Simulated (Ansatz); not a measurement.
# The perfect V wire along [111], 10 atoms a period

Wanted: the relaxed geometry and the bands of the V wire along [111], 10 atoms a period.

Calculated with Ansatz 0.2.0; DFT PBE, plane waves, PAW; relaxation of a wire's period; PAW set soft_1, in the first sound run; inputs show where later runs differ.

### Step 1. Set-up

The cell holds 10 atoms: 10 V. Cell: a = 13.143 Å, b = 12.903 Å, c = 2.589 Å, α = 90.0°, β = 90.0°, γ = 90.0°. Vacuum lies along a and b. The structure's axis is c.

### Step 2. The relaxed wire

Band widths follow the bond lengths, so the wire is relaxed first. The atoms and the third cell vector are free; the box across stays fixed as vacuum. A Fermi-Dirac smearing is set since the result may be a metal. The pressure printed is a third of the stress's trace over the whole box, vacuum included; only the stress along the axis is relaxed.

Input file input.yaml:

```yaml
crystal:
  lattice:
    - [13.143, 0.0, 0.0]
    - [0.0, 12.903, 0.0]
    - [0.0, 0.0, 2.5894159573]
  atoms:
    - { symbol: V, position: [0.419557884, 0.452710593, 0.0] }
    - { symbol: V, position: [0.580422929, 0.736519565, 0.0] }
    - { symbol: V, position: [0.25869284, 0.358107602, 0.333333333] }
    - { symbol: V, position: [0.419557884, 0.641916574, 0.333333333] }
    - { symbol: V, position: [0.580422929, 0.358107602, 0.333333333] }
    - { symbol: V, position: [0.741287973, 0.641916574, 0.333333333] }
    - { symbol: V, position: [0.25869284, 0.547313583, 0.666666667] }
    - { symbol: V, position: [0.419557884, 0.263504611, 0.666666667] }
    - { symbol: V, position: [0.580422929, 0.547313583, 0.666666667] }
    - { symbol: V, position: [0.741287973, 0.452710593, 0.0] }
kpoints:
  mp_grid: { grid: [1, 1, 31] }
scf:
  occupations: { method: fermi_dirac, width: 0.05 }
hamiltonian:
  xc: pbe
  pseudopotentials: { kind: paw, azcp: { folder: soft_1 } }
relax:
  cell: { fix: [a, b, alpha, beta, gamma] }
  max_steps: 45
  f_tol: 0.03
```

Run with:

```
$ ansatz run input.yaml --threads 4 --pin off --max-ram 16384MiB --backend cpu --events-out ev --progress --plain --runs-dir out
```

Numbers of over 12 decimals in the logs are rounded to 6 here.

The program printed:

```text
Engine: ansatz 0.2.0, x86_64-unknown-linux-gnu
Pseudopotentials: kind: paw
Pseudopotential: V, paw, valence charge 13, recommended cutoff 420 eV (normal), soft_1/V.paw.azcp
Functional definition: PBE
  parameter kappa = 0.804
  parameter beta = 0.066725
  exchange = pbe_x(kappa = kappa, mu = beta*pi^2/3)
  correlation = pbe_c(beta = beta)
Crystal: 10 atoms, lattice volume = 439.124 Å³
Basis set: ecut = 420 eV, 8613 PW (Γ), exchange–correlation on 180×180×36 points (8 copies of the dense FFT grid, shifted against one another)
Bands: 78, of which v1, the nominal top of the filled ones, is band 65 counted from 1 (64 counted from 0)
Symmetry: 2 space group operations
Space group: P-1 (ITA 2), of the structure as read, at distance tolerance 7.6e-5 Å
k-points: 16 of 31
Non-local potential: V, projectors of the file, l = 0: 3, l = 1: 2, l = 2: 3, l = 3: 1
PAW form: soft (Blöchl's): semilocal exchange-correlation on the pseudo side does not see the compensation charge
PAW one-centre angular grid: V, 590 points (default); XC on 64 Gauss nodes
Initial density: superposition of atomic densities (neutral atoms: chi_scale 0, normalization atom)
Initial wavefunctions: pseudopotential atomic-orbital guess
Functional: x = pbe(κ = 0.804, μ = 0.219515), c = pbe(β = 0.066725)
SCF iter   1: F=—  HF=-29128.768002 eV  |F-HF|=—  |Δ(HF+E_count)|=         —  Δρ=7.10e-2  dr2=1.61e2  ethr=3.10e-3  ⟨swp⟩=11.7  Hψ=6107  notcnv=0
preconditioner: auto → LDOS  [metal: Δε(μ)=0.007 eV  Ē_g=3.151 eV  σ=0.050 eV  W_gap=0.04  n_scr=68 (ndim 8)  ℏωp=12.5 eV  f_vac=0.506  D(μ)=13.23/eV (n_scr^D=68)  β→1.0]
SCF iter   2: F=—  HF=-29141.546414 eV  |F-HF|=—  |Δ(HF+E_count)|=    1.28e1  Δρ=1.31e-1  dr2=6.04e2  ethr=3.10e-3  ⟨swp⟩=12.9  Hψ=7792  notcnv=0  defer=9  recentre
SCF iter   3: F=—  HF=-29114.853583 eV  |F-HF|=—  |Δ(HF+E_count)|=    2.67e1  Δρ=2.72e-2  dr2=2.87e1  ethr=3.10e-3  ⟨swp⟩=9.6  Hψ=6338  notcnv=0  defer=3
SCF iter   4: F=—  HF=-29112.637506 eV  |F-HF|=—  |Δ(HF+E_count)|=    2.22e0  Δρ=9.45e-3  dr2=3.03e0  ethr=3.10e-3  ⟨swp⟩=6.8  Hψ=2928  notcnv=0  defer=4
SCF iter   5: F=—  HF=-29112.418201 eV  |F-HF|=—  |Δ(HF+E_count)|=   2.19e-1  Δρ=5.48e-3  dr2=2.99e-1  ethr=2.33e-3  ⟨swp⟩=3.1  Hψ=1945  notcnv=0
SCF iter   6: F=—  HF=-29112.410689 eV  |F-HF|=—  |Δ(HF+E_count)|=   7.51e-3  Δρ=1.65e-3  dr2=2.76e-2  ethr=2.30e-4  ⟨swp⟩=5.4  Hψ=2249  notcnv=0  defer=6
SCF iter   7: F=—  HF=-29112.407010 eV  |F-HF|=—  |Δ(HF+E_count)|=   3.68e-3  Δρ=7.01e-4  dr2=2.93e-3  ethr=2.12e-5  ⟨swp⟩=3.3  Hψ=2172  notcnv=0  defer=3
SCF iter   8: F=—  HF=-29112.407502 eV  |F-HF|=—  |Δ(HF+E_count)|=   4.92e-4  Δρ=3.20e-4  dr2=1.69e-3  ethr=2.26e-6  ⟨swp⟩=3.2  Hψ=2141  notcnv=0  defer=1
SCF iter   9: F=—  HF=-29112.407589 eV  |F-HF|=—  |Δ(HF+E_count)|=   8.75e-5  Δρ=1.44e-4  dr2=5.49e-4  ethr=1.30e-6  ⟨swp⟩=1.6  Hψ=1357  notcnv=0
SCF iter  10: F=—  HF=-29112.407598 eV  |F-HF|=—  |Δ(HF+E_count)|=   8.36e-6  Δρ=6.72e-5  dr2=5.48e-5  ethr=4.23e-7  ⟨swp⟩=2.0  Hψ=1592  notcnv=0
SCF iter  11: F=—  HF=-29112.407862 eV  |F-HF|=—  |Δ(HF+E_count)|=   2.64e-4  Δρ=3.44e-5  dr2=8.45e-6  ethr=4.21e-8  ⟨swp⟩=2.1  Hψ=1631  notcnv=0
SCF iter  12: F=—  HF=-29112.407863 eV  |F-HF|=—  |Δ(HF+E_count)|=   1.03e-6  Δρ=1.40e-5  dr2=2.47e-6  ethr=6.50e-9  ⟨swp⟩=2.3  Hψ=1819  notcnv=0
SCF iter  13: F=—  HF=-29112.407863 eV  |F-HF|=—  |Δ(HF+E_count)|=   1.53e-7  Δρ=4.36e-6  dr2=1.84e-7  ethr=1.90e-9  ⟨swp⟩=2.0  Hψ=1560  notcnv=0
SCF iter  14: F=-29112.407863 eV  HF=-29112.407863 eV  |F-HF|=1.16e-9  |Δ(HF+E_count)|=   5.54e-8  Δρ=1.77e-6  dr2=2.91e-8  ethr=7.69e-11  ⟨swp⟩=5.5  Hψ=4174  notcnv=0
SCF 1 converged in 14 iterations: F = -29112.407863 eV  dr2 = 2.91e-8
  greatest PAW one-centre occupation: 1.000 electrons in one spin orbital (limit 2), on the V atom at site 8 (counted from 0), in its partial waves of l = 0
relax step   1: F+E_penalty+E_count = -29112.40786341 eV  Δ(F+E_penalty+E_count) = +0.000e0 eV  max|allowed force component| = 1.306e0 eV/Å  Δτ_max = 0.0000 Å  P = -4.851 GPa  Ω = 439.124 Å³  fix = [a, b, alpha, beta, gamma]  reactions: a -4.505, b -4.099 GPa; alpha -0.154, beta -0.250, gamma +0.342 GPa/rad  (14 SCF iters, dr2 threshold 1.00e-7 eV, accepted)
Crystal: 10 atoms, lattice volume = 422.601 Å³
Basis set: ecut = 420 eV, 8201 PW (Γ), exchange–correlation on 180×180×36 points (8 copies of the dense FFT grid, shifted against one another)
Initial density: handed on by an earlier stage of this run
Initial wavefunctions: those handed on with the density
SCF iter   1: F=—  HF=-29114.354556 eV  |F-HF|=—  |Δ(HF+E_count)|=         —  Δρ=3.02e-2  dr2=1.74e1  ethr=3.10e-3  ⟨swp⟩=14.3  Hψ=6370  notcnv=0
preconditioner: auto → LDOS  [metal: Δε(μ)=0.004 eV  Ē_g=2.730 eV  σ=0.050 eV  W_gap=0.02  n_scr=68 (ndim 8)  ℏωp=12.8 eV  f_vac=0.568  D(μ)=13.22/eV (n_scr^D=68)  β→1.0]
SCF iter   2: F=—  HF=-29114.913503 eV  |F-HF|=—  |Δ(HF+E_count)|=   5.59e-1  Δρ=3.61e-2  dr2=2.84e1  ethr=3.10e-3  ⟨swp⟩=4.6  Hψ=2792  notcnv=0  defer=4
SCF iter   3: F=—  HF=-29113.413975 eV  |F-HF|=—  |Δ(HF+E_count)|=    1.50e0  Δρ=8.69e-3  dr2=1.27e0  ethr=3.10e-3  ⟨swp⟩=3.2  Hψ=2113  notcnv=0  defer=3
SCF iter   4: F=—  HF=-29113.346777 eV  |F-HF|=—  |Δ(HF+E_count)|=   6.72e-2  Δρ=1.88e-3  dr2=1.37e-2  ethr=9.77e-4  ⟨swp⟩=2.9  Hψ=1825  notcnv=0  defer=3
SCF iter   5: F=—  HF=-29113.345590 eV  |F-HF|=—  |Δ(HF+E_count)|=   1.19e-3  Δρ=7.48e-4  dr2=6.25e-3  ethr=1.05e-5  ⟨swp⟩=3.3  Hψ=2561  notcnv=0  defer=3
SCF iter   6: F=—  HF=-29113.346000 eV  |F-HF|=—  |Δ(HF+E_count)|=   4.10e-4  Δρ=2.05e-4  dr2=3.70e-4  ethr=4.80e-6  ⟨swp⟩=2.0  Hψ=1539  notcnv=0  defer=3
SCF iter   7: F=—  HF=-29113.346271 eV  |F-HF|=—  |Δ(HF+E_count)|=   2.71e-4  Δρ=9.24e-5  dr2=5.87e-5  ethr=2.85e-7  ⟨swp⟩=2.4  Hψ=1962  notcnv=0  defer=2
SCF iter   8: F=—  HF=-29113.346301 eV  |F-HF|=—  |Δ(HF+E_count)|=   2.97e-5  Δρ=4.43e-5  dr2=2.22e-5  ethr=4.52e-8  ⟨swp⟩=2.4  Hψ=1836  notcnv=0  defer=2
SCF iter   9: F=—  HF=-29113.346302 eV  |F-HF|=—  |Δ(HF+E_count)|=   1.78e-6  Δρ=2.04e-5  dr2=6.92e-6  ethr=1.71e-8  ⟨swp⟩=2.0  Hψ=1679  notcnv=0  defer=2
SCF iter  10: F=—  HF=-29113.346303 eV  |F-HF|=—  |Δ(HF+E_count)|=   5.18e-8  Δρ=9.66e-6  dr2=1.37e-6  ethr=5.33e-9  ⟨swp⟩=2.1  Hψ=1560  notcnv=0  defer=2
SCF iter  11: F=-29113.346303 eV  HF=-29113.346303 eV  |F-HF|=8.36e-9  |Δ(HF+E_count)|=   1.17e-7  Δρ=2.51e-6  dr2=3.23e-8  ethr=7.69e-10  ⟨swp⟩=4.8  Hψ=3337  notcnv=0
SCF 2 converged in 11 iterations: F = -29113.346303 eV  dr2 = 3.23e-8
[...]
SCF iter   6: F=—  HF=-29113.422205 eV  |F-HF|=—  |Δ(HF+E_count)|=   2.68e-4  Δρ=5.91e-5  dr2=3.13e-5  ethr=1.06e-7  ⟨swp⟩=2.2  Hψ=1742  notcnv=0  defer=3
SCF iter   7: F=—  HF=-29113.422212 eV  |F-HF|=—  |Δ(HF+E_count)|=   6.82e-6  Δρ=2.28e-5  dr2=3.61e-6  ethr=2.41e-8  ⟨swp⟩=2.0  Hψ=1677  notcnv=0  defer=3
SCF iter   8: F=—  HF=-29113.422213 eV  |F-HF|=—  |Δ(HF+E_count)|=   1.30e-6  Δρ=1.15e-5  dr2=1.04e-6  ethr=7.69e-10  ⟨swp⟩=5.3  Hψ=4370  notcnv=0
SCF iter   9: F=-29113.422213 eV  HF=-29113.422213 eV  |F-HF|=9.43e-8  |Δ(HF+E_count)|=   2.13e-7  Δρ=3.79e-6  dr2=1.43e-7  ethr=7.69e-10  ⟨swp⟩=4.5  Hψ=3856  notcnv=0
SCF 3 converged in 9 iterations: F = -29113.422213 eV  dr2 = 1.43e-7
relax step   3: F+E_penalty+E_count = -29113.42221326 eV  Δ(F+E_penalty+E_count) = -7.591e-2 eV  max|allowed force component| = 2.077e-1 eV/Å  Δτ_max = 0.0677 Å  P = -0.081 GPa  Ω = 420.697 Å³  energy of the carried Pulay correction = +4.921e-3 eV  fix = [a, b, alpha, beta, gamma]  reactions: a +0.004, b +0.230 GPa; alpha -0.177, beta -0.299, gamma +0.151 GPa/rad  (9 SCF iters, dr2 threshold 1.00e-6 eV, accepted)
[...]
relax step   4: F+E_penalty+E_count = -29113.44491690 eV  Δ(F+E_penalty+E_count) = -2.270e-2 eV  max|allowed force component| = 1.934e-1 eV/Å  Δτ_max = 0.1092 Å  P = -0.462 GPa  Ω = 416.962 Å³  energy of the carried Pulay correction = +5.945e-3 eV  fix = [a, b, alpha, beta, gamma]  reactions: a -0.540, b -0.456 GPa; alpha +0.112, beta +0.208, gamma +0.071 GPa/rad  (8 SCF iters, dr2 threshold 1.00e-6 eV, accepted)
[...]
relax step   5: F+E_penalty+E_count = -29113.45731312 eV  Δ(F+E_penalty+E_count) = -1.240e-2 eV  max|allowed force component| = 3.156e-2 eV/Å  Δτ_max = 0.0367 Å  P = -0.064 GPa  Ω = 416.847 Å³  energy of the carried Pulay correction = +5.976e-3 eV  fix = [a, b, alpha, beta, gamma]  reactions: a -0.086, b -0.025 GPa; alpha -0.002, beta +0.001, gamma +0.035 GPa/rad  (7 SCF iters, dr2 threshold 1.00e-6 eV, accepted)
[...]
relax step   6: F+E_penalty+E_count = -29113.45800713 eV  Δ(F+E_penalty+E_count) = -6.940e-4 eV  max|allowed force component| = 1.727e-2 eV/Å  Δτ_max = 0.0045 Å  P = -0.023 GPa  Ω = 416.464 Å³  energy of the carried Pulay correction = +6.082e-3 eV  fix = [a, b, alpha, beta, gamma]  reactions: a -0.048, b -0.005 GPa; alpha +0.002, beta +0.002, gamma +0.017 GPa/rad  (7 SCF iters, dr2 threshold 6.23e-8 eV, accepted)
Initial wavefunctions: pseudopotential atomic-orbital guess (no wavefunctions were taken with the density)
iter 1 solved again at ethr=5.01e-7 eV; its pass at ethr=3.10e-3 eV (dr2=6.51e-4 eV) is discarded
SCF iter   1: F=—  HF=-29113.450949 eV  |F-HF|=—  |Δ(HF+E_count)|=         —  Δρ=8.78e-5  dr2=4.07e-6  ethr=5.01e-7  ⟨swp⟩=5.0  Hψ=9700  notcnv=0
preconditioner: auto → LDOS  [metal: Δε(μ)=0.006 eV  Ē_g=2.563 eV  σ=0.050 eV  W_gap=0.03  n_scr=68 (ndim 8)  ℏωp=12.9 eV  f_vac=0.555  D(μ)=14.83/eV (n_scr^D=88)  β→1.0]
SCF iter   2: F=—  HF=-29113.451132 eV  |F-HF|=—  |Δ(HF+E_count)|=   1.83e-4  Δρ=6.68e-5  dr2=2.14e-5  ethr=3.13e-9  ⟨swp⟩=3.2  Hψ=2765  notcnv=0
SCF iter   3: F=—  HF=-29113.451129 eV  |F-HF|=—  |Δ(HF+E_count)|=   3.58e-6  Δρ=3.58e-5  dr2=4.77e-6  ethr=3.13e-9  ⟨swp⟩=3.0  Hψ=2452  notcnv=0
SCF iter   4: F=—  HF=-29113.451127 eV  |F-HF|=—  |Δ(HF+E_count)|=   1.06e-6  Δρ=5.45e-6  dr2=3.43e-7  ethr=3.13e-9  ⟨swp⟩=3.0  Hψ=2723  notcnv=0
SCF iter   5: F=—  HF=-29113.451127 eV  |F-HF|=—  |Δ(HF+E_count)|=   9.28e-9  Δρ=1.44e-6  dr2=4.08e-8  ethr=2.64e-10  ⟨swp⟩=2.0  Hψ=1646  notcnv=0
SCF iter   6: F=—  HF=-29113.451127 eV  |F-HF|=—  |Δ(HF+E_count)|=   2.76e-9  Δρ=1.12e-6  dr2=1.00e-8  ethr=3.14e-11  ⟨swp⟩=2.1  Hψ=1773  notcnv=0
SCF iter   7: F=—  HF=-29113.451127 eV  |F-HF|=—  |Δ(HF+E_count)|=  6.11e-10  Δρ=4.71e-7  dr2=1.71e-9  ethr=7.70e-12  ⟨swp⟩=2.5  Hψ=1934  notcnv=0
SCF iter   8: F=—  HF=-29113.451127 eV  |F-HF|=—  |Δ(HF+E_count)|=  2.18e-11  Δρ=1.29e-7  dr2=1.25e-10  ethr=1.32e-12  ⟨swp⟩=2.3  Hψ=1646  notcnv=0
SCF iter   9: F=-29113.451127 eV  HF=-29113.451127 eV  |F-HF|=7.28e-12  |Δ(HF+E_count)|=  2.91e-11  Δρ=3.71e-8  dr2=9.19e-12  ethr=1.00e-12  ⟨swp⟩=4.9  Hψ=3849  notcnv=0
SCF 7 converged in 9 iterations: F = -29113.451127 eV  dr2 = 9.19e-12
relax step   7: F+E_penalty+E_count = -29113.45112744 eV  Δ(F+E_penalty+E_count) = +6.880e-3 eV  max|allowed force component| = 1.744e-2 eV/Å  Δτ_max = 0.0000 Å  P = -0.010 GPa  Ω = 416.464 Å³  fix = [a, b, alpha, beta, gamma]  reactions: a -0.032, b +0.006 GPa; alpha +0.002, beta +0.002, gamma +0.015 GPa/rad  stress off target by 4.09e-3 GPa on what of the cell is left free  SCF on the basis re-selected at this cell (its energy is not comparable with the rows above)  (9 SCF iters)
basis re-selected at this cell: Δ(F+E_penalty+E_count) = +6.880e-3 eV, ΔP = +0.013 GPa vs the last step (what re-selecting the basis moved, of the pressure what is left beyond the Pulay correction that the steps carried, after the strain that the cell walked since its last selection, with what the two solves' SCF thresholds leave and, on support functions, any second-order correction that the steps lacked; it is no m [...]
SCF converged after 9 iterations
Free energy (F): -29113.451127 eV
Harris-Foulkes:  -29113.451127 eV  (|F-HF|=7.28e-12)
Internal energy: -29113.329980 eV  (E = F + TS)
E sigma→0 (E₀):  -29113.390554 eV
Entropy (-TS):   -0.121147 eV (-12.115 meV/atom)
Fermi energy:    2.909551 eV
--- Per-component energies (eV) ---
  E_band       = -3236.041116
  E_kinetic    = 2959.471924
  E_local      = -66949.180752  (includes V_loc(G=0)·N_el)
  E_nonlocal   = 840.629575
  E_hartree    = 31748.453327
  E_xc         = -1142.141298
  E_vxc        = -1444.089494  (∫ρ·V_xc dr)
  E_paw        = -11265.444502  (= ΣΔE_a)
  E_vpaw       = -2139.789821  (= ΣTr[D̂ρ^β])
  E_aug_tail   = 0.010723  (compensation charges beyond the density's cutoff)
  E_ewald      = 14694.871022
  E_smearing   = -0.121147  (= −TS)
  E_closure    = -0.000000  (closes the sum)
  Σ components = -29113.451127   (vs F -29113.451127, Δ=0.00e0)
--- Forces (eV/Å), atoms counted from 1 ---
  atom   1  V     -0.01744023    -0.01162421    -0.00062380
  atom   2  V     -0.01597509     0.00404725    -0.00870444
  atom   3  V     -0.01148491    -0.00194444    -0.01092603
  atom   4  V      0.00052274    -0.00011526     0.00020658
  atom   5  V     -0.00052274     0.00011526    -0.00020658
  atom   6  V      0.01148491     0.00194444     0.01092603
  atom   7  V      0.00461792     0.01356732     0.00748799
  atom   8  V      0.01597509    -0.00404725     0.00870444
  atom   9  V      0.01744023     0.01162421     0.00062380
  atom  10  V     -0.00461792    -0.01356732    -0.00748799
  max |Σ_I F_I| component: 3.47e-18 eV/Å
--- Stress (GPa, compression-positive) ---
       -0.032393      -0.015216      -0.001965
       -0.015216       0.005991      -0.001985
       -0.001965      -0.001985      -0.004087
  P = ⅓ Tr σ = -0.0102 GPa (-0.102 kbar)
--- Relaxed structure (6 steps of the walk, 6 accepted, 1 SCFs on fresh bases) ---
  F+E_penalty+E_count = -29113.45112744 eV   max|allowed force component| = 1.744e-2 eV/Å   (the final SCF, on the basis selected at the relaxed cell)
  cell:  # Å, volume = 416.4642 Å³
    - [13.143, 0, 0]
    - [0, 12.903, 0]
    - [0, 0, 2.455797]
  atoms:
    - { symbol: V, position: [0.422073, 0.454243, -0.022320] }
    - { symbol: V, position: [0.576980, 0.727600, 0.042084] }
    - { symbol: V, position: [0.271906, 0.365637, 0.284975] }
    - { symbol: V, position: [0.417039, 0.646512, 0.333924] }
    - { symbol: V, position: [0.582961, 0.353512, 0.332743] }
    - { symbol: V, position: [0.728094, 0.634387, 0.381691] }
    - { symbol: V, position: [0.268253, 0.546405, 0.627285] }
    - { symbol: V, position: [0.423020, 0.272424, 0.624583] }
    - { symbol: V, position: [0.577927, 0.545781, 0.688987] }
    - { symbol: V, position: [0.731747, 0.453619, 0.039381] }
```

The job ended after 64 s (4 threads of Intel Xeon Platinum 8488C (Sapphire Rapids), shared host; peak memory 1.4 GiB; 4 min of CPU time).

This run has no spin polarisation, although V can carry a moment.

[end of part 1 of 2]

[Logs are printed without paths, hosts, clocks, repeated set-up lines and the standing remarks that a program may print on its own settings, such as how far it seeks lower states.]

[Hosts, paths, dates, database ids (printed as entryN), source tags and the programs' standing remarks are cut or masked in the printed files.]
